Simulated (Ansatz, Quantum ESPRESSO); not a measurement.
# Ballistic transmission: vacuum gap of 6.0 Å between two K(110) faces, part 3 of 4

Wanted: the transmission near the Fermi level and the conductance of this junction: vacuum gap of 6.0 Å between two K(110) faces.

Quantum ESPRESSO 7.5; plane-wave DFT, PBE, GBRV ultrasoft pseudopotentials; cross-check by Ansatz 0.2.0 with PAW datasets.

So far. Step 2 (Self-consistent run): The run needed 19 iterations to bring the estimated error under 1e-07 Ry; the largest force on any atom, held or free, is 0.05 eV/Å. Step 3 (The open system): At no point does T exceed the number of channels.

**4. Transmission with pwcond.x, with ewind = 2.0 and epsproj = 0.001**

Level of this step: transmission by pwcond, lead and junction from one cell; plane-wave DFT, PBE, GBRV ultrasoft pseudopotentials (Quantum ESPRESSO).

How much does a setting matter? One run is repeated with a change.

File cond.w.in:

```
&inputcond
  outdir = './out'
  prefixt = 'scf'
  tran_file = 'cond.w.dat'
  bdl = 1.4142135625
  bds = 8.9145382292
  ikind = 1
  ewind = 2.0
  epsproj = 0.001
  nz1 = 7
  energy0 = 0.4
  denergy = -0.4
/
21
  0.00000000 0.00000000 0.01562500
  0.00000000 0.12500000 0.03125000
  0.00000000 0.25000000 0.03125000
  0.00000000 0.37500000 0.03125000
  0.00000000 0.50000000 0.01562500
  0.12500000 0.00000000 0.06250000
  0.12500000 0.25000000 0.06250000
  0.12500000 0.37500000 0.06250000
  0.12500000 0.50000000 0.06250000
  0.25000000 0.00000000 0.06250000
  0.25000000 0.12500000 0.03125000
  0.25000000 0.37500000 0.06250000
  0.25000000 0.50000000 0.06250000
  0.25000000 0.62500000 0.03125000
  0.37500000 0.00000000 0.06250000
  0.37500000 0.12500000 0.06250000
  0.37500000 0.50000000 0.06250000
  0.37500000 0.62500000 0.06250000
  0.50000000 0.00000000 0.03125000
  0.50000000 0.12500000 0.06250000
  0.50000000 0.25000000 0.03125000
3
```

Started as:

```bash
$ OMP_NUM_THREADS=1 mpirun -n 4 pwcond.x -in cond.w.in > cond.w.out
```

What it wrote:

```text
[banner, memory and clock lines left out]
Program PWCOND v.7.5 starts
[citation notice left out]

[...]
./out/scf.save/

     IMPORTANT: XC functional enforced from input :
     Exchange-correlation= PBE
                           (   1   4   3   4   0   0   0)
     Any further DFT definition will be discarded
     Please, verify this is what you really want

     Reading collected, re-writing distributed wavefunctions

===== INPUT FILE containing all the regions =====

     GEOMETRY:

     lattice parameter (alat)  =       9.9778  a.u.
     the volume                =    6261.5553 (a.u.)^3
     the cross section         =      70.3964 (a.u.)^2
     l of the unit cell        =       8.9145 (alat)
     number of atoms/cell      =           12
     number of atomic types    =            1

     crystal axes: (cart. coord. in units of alat)
               a(1) = (  1.0000  0.0000  0.0000 )
               a(2) = (  0.5000  0.7071  0.0000 )
               a(3) = (  0.0000  0.0000  8.9145 )

   Cartesian axes

     site n.     atom                  positions (alat units)
          1        K      tau(  1)=(  0.0000  0.0000  8.9145  )
          2        K      tau(  2)=(  0.5000  0.0000  0.7071  )
          3        K      tau(  3)=(  0.0000  0.0000  1.4142  )
          4        K      tau(  4)=(  0.5000  0.0000  2.1213  )
          5        K      tau(  5)=(  0.0000  0.0000  2.8284  )
          6        K      tau(  6)=(  0.5000  0.0000  3.5355  )
          7        K      tau(  7)=(  0.0000  0.0000  4.6719  )
          8        K      tau(  8)=(  0.5000  0.0000  5.3790  )
          9        K      tau(  9)=(  0.0000  0.0000  6.0861  )
         10        K      tau( 10)=(  0.5000  0.0000  6.7932  )
         11        K      tau( 11)=(  0.0000  0.0000  7.5003  )
         12        K      tau( 12)=(  0.5000  0.0000  8.2074  )

     nr1s                      =           45
     nr2s                      =           36
     nr3s                      =          360
     nr1sx                     =           45
     nr2sx                     =           36
     nr3sx                     =          360
     nr1                       =           45
     nr2                       =           40
     nr3                       =          405
     nr1x                      =           45
     nr2x                      =           40
     nr3x                      =          405

 _______________________________
  Radii of nonlocal spheres:

     type       ibeta     ang. mom.          radius (alat units)
       K          1         0                    0.2029
       K          2         0                    0.2029
       K          3         1                    0.2029
       K          4         1                    0.2029
       K          5         2                    0.2029
       K          6         2                    0.2029
----- General information -----

--- T calc. with identical leads (ikind=1) ---

     nrx                       =           45
     nry                       =           36
     nz1                       =            7

     energy0               =         4.0E-01
     denergy               =        -4.0E-01
     nenergy               =          3
     ecut2d                =         4.0E+01
     ewind                 =         2.0E+00
     epsproj               =         1.0E-03

     number of k_|| points=   21
                       cryst. coord.
        k(    1) = (   0.0000000   0.0000000), wk =   0.0156250
        k(    2) = (   0.0000000   0.1250000), wk =   0.0312500
[...]
k(   21) = (   0.5000000   0.2500000), wk =   0.0312500
----- Information about left/right lead -----

     nocros                   =           18
     noins                    =           18
     norb                     =           54
     norbf                    =          198
     nrz                      =           57

      iorb      type   ibeta   ang. mom.   m       position (alat)
        1        1       1        0        1   taunew(   1)=(  0.0000  0.0000  0.0000)
        2        1       2        0        1   taunew(   2)=(  0.0000  0.0000  0.0000)
[...]
54        1       6        2        5   taunew(  54)=(  0.0000  0.0000  1.4142)
    k slab    z(k)  z(k+1)     crossing(iorb=1,norb)
    1   0.0000 0.0248 0.0248   111111111111111111000000000000000000000000000000000000
    2   0.0248 0.0496 0.0248   111111111111111111000000000000000000000000000000000000
[...]
57   1.3894 1.4142 0.0248   000000000000000000000000000000000000111111111111111111
----- Information about scattering region -----

     noins                    =          162
     norb                     =          198
     norbf                    =          198
     nrz                      =          303

      iorb      type   ibeta   ang. mom.   m       position (alat)
        1        1       1        0        1   taunew(   1)=(  0.0000  0.0000 -0.0000)
        2        1       2        0        1   taunew(   2)=(  0.0000  0.0000 -0.0000)
[...]
198        1       6        2        5   taunew( 198)=(  0.0000  0.0000  7.5003)
 ngper, shell number =          221          49
 ngper, n2d =          221          57
---  E-Ef =    0.4000000  k =    0.0000000   0.0000000
---  ie =          1  ik =          1
 Nchannels of the left tip =            1
 Right moving states:
   k1(2pi/a)   k2(2pi/a)   E-Ef (eV)
  -0.0302177   0.0000022   0.4000000
 Left moving states:
   k1(2pi/a)   k2(2pi/a)   E-Ef (eV)
   0.0302177   0.0000022   0.4000000

 to transmit
 Band j to band i transmissions and reflections:
    j         i     |T_ij|^2    |R_ij|^2

    1 -->     1     0.47107     0.52893
   Total T_j, R_j =    0.47107  0.52893

E-Ef(ev), T(x2 spins) =    0.4000000   0.9421455
---  E-Ef =    0.0000000  k =    0.0000000   0.0000000
---  ie =          2  ik =          1
 Nchannels of the left tip =            1
 Right moving states:
   k1(2pi/a)   k2(2pi/a)   E-Ef (eV)
  -0.1263238   0.0000013   0.0000000
 Left moving states:
   k1(2pi/a)   k2(2pi/a)   E-Ef (eV)
   0.1263238   0.0000013   0.0000000

 to transmit
 Band j to band i transmissions and reflections:
    j         i     |T_ij|^2    |R_ij|^2

    1 -->     1     0.74553     0.25447
   Total T_j, R_j =    0.74553  0.25447

E-Ef(ev), T(x2 spins) =    0.0000000   1.4910605
---  E-Ef =   -0.4000000  k =    0.0000000   0.0000000
---  ie =          3  ik =          1
 Nchannels of the left tip =            1
 Right moving states:
   k1(2pi/a)   k2(2pi/a)   E-Ef (eV)
  -0.2216851   0.0000005  -0.4000000
 Left moving states:
   k1(2pi/a)   k2(2pi/a)   E-Ef (eV)
   0.2216851   0.0000005  -0.4000000

 to transmit
 Band j to band i transmissions and reflections:
    j         i     |T_ij|^2    |R_ij|^2

    1 -->     1     0.64995     0.35005
   Total T_j, R_j =    0.64995  0.35005

E-Ef(ev), T(x2 spins) =   -0.4000000   1.2999017
 ngper, shell number =          222         114
 ngper, n2d =          222          53
[... further energies and points left out ...]
---  E-Ef =    0.4000000  k =    0.5000000   0.2500000
---  ie =          1  ik =         21
 Nchannels of the left tip =            1
 Right moving states:
   k1(2pi/a)   k2(2pi/a)   E-Ef (eV)
  -0.3553889   0.0000041   0.4000000
 Left moving states:
   k1(2pi/a)   k2(2pi/a)   E-Ef (eV)
   0.3553889   0.0000041   0.4000000

 to transmit
 Band j to band i transmissions and reflections:
    j         i     |T_ij|^2    |R_ij|^2

    1 -->     1     0.47429     0.52571
   Total T_j, R_j =    0.47429  0.52571

E-Ef(ev), T(x2 spins) =    0.4000000   0.9485715
---  E-Ef =    0.0000000  k =    0.5000000   0.2500000
---  ie =          2  ik =         21
 Nchannels of the left tip =            1
 Right moving states:
   k1(2pi/a)   k2(2pi/a)   E-Ef (eV)
  -0.4955625   0.0000032   0.0000000
 Left moving states:
   k1(2pi/a)   k2(2pi/a)   E-Ef (eV)
   0.4955626   0.0000032   0.0000000

 to transmit
 Band j to band i transmissions and reflections:
    j         i     |T_ij|^2    |R_ij|^2

    1 -->     1     0.30108     0.69892
   Total T_j, R_j =    0.30108  0.69892

E-Ef(ev), T(x2 spins) =    0.0000000   0.6021519
---  E-Ef =   -0.4000000  k =    0.5000000   0.2500000
---  ie =          3  ik =         21
 Nchannels of the left tip =            1
 Right moving states:
   k1(2pi/a)   k2(2pi/a)   E-Ef (eV)
   0.3181454   0.0000026  -0.4000000
 Left moving states:
   k1(2pi/a)   k2(2pi/a)   E-Ef (eV)
  -0.3181454   0.0000026  -0.4000000

 to transmit
 Band j to band i transmissions and reflections:
    j         i     |T_ij|^2    |R_ij|^2

    1 -->     1     0.14159     0.85841
   Total T_j, R_j =    0.14159  0.85841

E-Ef(ev), T(x2 spins) =   -0.4000000   0.2831701
   T_tot     0.40000      0.99073E+00
   T_tot     0.00000      0.71694E+00
   T_tot    -0.40000      0.47706E+00

[...]
```

Elapsed: 1.7 min, on 4 MPI ranks of Arm Neoverse V1, shared host; peak memory 0.3 GiB; 6.9 min of CPU time.

The changed values were drawn from a wide range, not chosen for quality; the comparison shows what they did here together.

Beside the run it was changed from:

```tsv
quantity	this run	unchanged run	difference
transmission at the Fermi level, one spin	0.3585	0.3594	-9.3e-4
lead channels at the Fermi level, one spin	0.8281	0.8594	-0.031
wall time (s)	104	301
```

Over all energies T moves by up to 0.017, at 0.4 eV.

The physical values in this table move by up to 3.6 %.

**5. The open system, with bdl = 5.9736 Å in length**

Another try, with an input changed as a hurried user might.

File cond.bad.in:

```
&inputcond
  outdir = './out'
  prefixt = 'scf'
  tran_file = 'cond.bad.dat'
  bdl = 1.1313636364
  bds = 8.9145382292
  ikind = 1
  ewind = 4.0
  epsproj = 1e-05
  nz1 = 7
  energy0 = 0.4
  denergy = -0.4
/
21
  0.00000000 0.00000000 0.01562500
  0.00000000 0.12500000 0.03125000
  0.00000000 0.25000000 0.03125000
  0.00000000 0.37500000 0.03125000
  0.00000000 0.50000000 0.01562500
  0.12500000 0.00000000 0.06250000
  0.12500000 0.25000000 0.06250000
  0.12500000 0.37500000 0.06250000
  0.12500000 0.50000000 0.06250000
  0.25000000 0.00000000 0.06250000
  0.25000000 0.12500000 0.03125000
  0.25000000 0.37500000 0.06250000
  0.25000000 0.50000000 0.06250000
  0.25000000 0.62500000 0.03125000
  0.37500000 0.00000000 0.06250000
  0.37500000 0.12500000 0.06250000
  0.37500000 0.50000000 0.06250000
  0.37500000 0.62500000 0.06250000
  0.50000000 0.00000000 0.03125000
  0.50000000 0.12500000 0.06250000
  0.50000000 0.25000000 0.03125000
3
```

Started as:

```bash
$ OMP_NUM_THREADS=1 mpirun -n 4 pwcond.x -in cond.bad.in > cond.bad.out
```

What it wrote:

```text
[banner, memory and clock lines left out]
Program PWCOND v.7.5 starts

          URL

     ./out/scf.save/

     IMPORTANT: XC functional enforced from input :
     Exchange-correlation= PBE
                           (   1   4   3   4   0   0   0)
     Any further DFT definition will be discarded
     Please, verify this is what you really want

     Reading collected, re-writing distributed wavefunctions

===== INPUT FILE containing all the regions =====

     GEOMETRY:

     lattice parameter (alat)  =       9.9778  a.u.
     the volume                =    6261.5553 (a.u.)^3
     the cross section         =      70.3964 (a.u.)^2
     l of the unit cell        =       8.9145 (alat)
     number of atoms/cell      =           12
     number of atomic types    =            1

     crystal axes: (cart. coord. in units of alat)
               a(1) = (  1.0000  0.0000  0.0000 )
               a(2) = (  0.5000  0.7071  0.0000 )
               a(3) = (  0.0000  0.0000  8.9145 )

   Cartesian axes

     site n.     atom                  positions (alat units)
          1        K      tau(  1)=(  0.0000  0.0000  8.9145  )
          2        K      tau(  2)=(  0.5000  0.0000  0.7071  )
          3        K      tau(  3)=(  0.0000  0.0000  1.4142  )
          4        K      tau(  4)=(  0.5000  0.0000  2.1213  )
          5        K      tau(  5)=(  0.0000  0.0000  2.8284  )
          6        K      tau(  6)=(  0.5000  0.0000  3.5355  )
          7        K      tau(  7)=(  0.0000  0.0000  4.6719  )
          8        K      tau(  8)=(  0.5000  0.0000  5.3790  )
          9        K      tau(  9)=(  0.0000  0.0000  6.0861  )
         10        K      tau( 10)=(  0.5000  0.0000  6.7932  )
         11        K      tau( 11)=(  0.0000  0.0000  7.5003  )
         12        K      tau( 12)=(  0.5000  0.0000  8.2074  )

     nr1s                      =           45
     nr2s                      =           36
     nr3s                      =          360
     nr1sx                     =           45
     nr2sx                     =           36
     nr3sx                     =          360
     nr1                       =           45
     nr2                       =           40
     nr3                       =          405
     nr1x                      =           45
     nr2x                      =           40
     nr3x                      =          405

 _______________________________
  Radii of nonlocal spheres:

     type       ibeta     ang. mom.          radius (alat units)
       K          1         0                    0.2029
       K          2         0                    0.2029
       K          3         1                    0.2029
       K          4         1                    0.2029
       K          5         2                    0.2029
       K          6         2                    0.2029
----- General information -----

[...]
173        1       5        2        3   taunew( 173)=(  0.5000  0.0000  7.0761)
      174        1       5        2        4   taunew( 174)=(  0.5000  0.0000  7.0761)
      175        1       5        2        5   taunew( 175)=(  0.5000  0.0000  7.0761)
      176        1       6        2        1   taunew( 176)=(  0.5000  0.0000  7.0761)
      177        1       6        2        2   taunew( 177)=(  0.5000  0.0000  7.0761)
      178        1       6        2        3   taunew( 178)=(  0.5000  0.0000  7.0761)
      179        1       6        2        4   taunew( 179)=(  0.5000  0.0000  7.0761)
      180        1       6        2        5   taunew( 180)=(  0.5000  0.0000  7.0761)
      181        1       1        0        1   taunew( 181)=(  0.0000  0.0000  7.7832)
      182        1       2        0        1   taunew( 182)=(  0.0000  0.0000  7.7832)
      183        1       3        1        1   taunew( 183)=(  0.0000  0.0000  7.7832)
      184        1       3        1        2   taunew( 184)=(  0.0000  0.0000  7.7832)
      185        1       3        1        3   taunew( 185)=(  0.0000  0.0000  7.7832)
      186        1       4        1        1   taunew( 186)=(  0.0000  0.0000  7.7832)
      187        1       4        1        2   taunew( 187)=(  0.0000  0.0000  7.7832)
      188        1       4        1        3   taunew( 188)=(  0.0000  0.0000  7.7832)
      189        1       5        2        1   taunew( 189)=(  0.0000  0.0000  7.7832)
      190        1       5        2        2   taunew( 190)=(  0.0000  0.0000  7.7832)
      191        1       5        2        3   taunew( 191)=(  0.0000  0.0000  7.7832)
      192        1       5        2        4   taunew( 192)=(  0.0000  0.0000  7.7832)
      193        1       5        2        5   taunew( 193)=(  0.0000  0.0000  7.7832)
      194        1       6        2        1   taunew( 194)=(  0.0000  0.0000  7.7832)
      195        1       6        2        2   taunew( 195)=(  0.0000  0.0000  7.7832)
      196        1       6        2        3   taunew( 196)=(  0.0000  0.0000  7.7832)
      197        1       6        2        4   taunew( 197)=(  0.0000  0.0000  7.7832)
      198        1       6        2        5   taunew( 198)=(  0.0000  0.0000  7.7832)
 ngper, shell number =          221          49
 ngper, n2d =          221         118
---  E-Ef =    0.4000000  k =    0.0000000   0.0000000
---  ie =          1  ik =          1
 Nchannels of the left tip =            0
 Right moving states:
   k1(2pi/a)   k2(2pi/a)   E-Ef (eV)
 Left moving states:
   k1(2pi/a)   k2(2pi/a)   E-Ef (eV)

 to transmit
          E-Ef(ev), T =    0.4000000   0.0000000
---  E-Ef =    0.0000000  k =    0.0000000   0.0000000
---  ie =          2  ik =          1
 Nchannels of the left tip =            0
 Right moving states:
   k1(2pi/a)   k2(2pi/a)   E-Ef (eV)
 Left moving states:
   k1(2pi/a)   k2(2pi/a)   E-Ef (eV)

 to transmit
          E-Ef(ev), T =    0.0000000   0.0000000
---  E-Ef =   -0.4000000  k =    0.0000000   0.0000000
---  ie =          3  ik =          1
 Nchannels of the left tip =            0
 Right moving states:
   k1(2pi/a)   k2(2pi/a)   E-Ef (eV)
 Left moving states:
   k1(2pi/a)   k2(2pi/a)   E-Ef (eV)

 to transmit
          E-Ef(ev), T =   -0.4000000   0.0000000
 ngper, shell number =          222         114
 ngper, n2d =          222         122
---  E-Ef =    0.4000000  k =    0.0000000   0.1250000
---  ie =          1  ik =          2
free(): invalid next size (normal)
[the program aborted with signal SIGABRT; backtrace left out]
```

Elapsed: 17 s, on 4 MPI ranks; peak memory 0.38 GiB.

The run ended with an error.

The fault put into the input: a lead boundary that cuts the period (inputcond.bdl = "5.9736 \u00c5 in length").

[end of part 3 of 4]

[Logs are printed without paths, hosts, clocks, repeated set-up lines and the standing remarks that a program may print on its own settings, such as how far it seeks lower states.]

[Hosts, paths, dates, database ids (printed as entryN), source tags and the programs' standing remarks are cut or masked in the printed files.]

[Maps of the electrostatic potential energy from Ansatz leave out the sawtooth potential of an applied field or a dipole correction, so their vacuum need not be flat; planar profiles and work functions include it.]
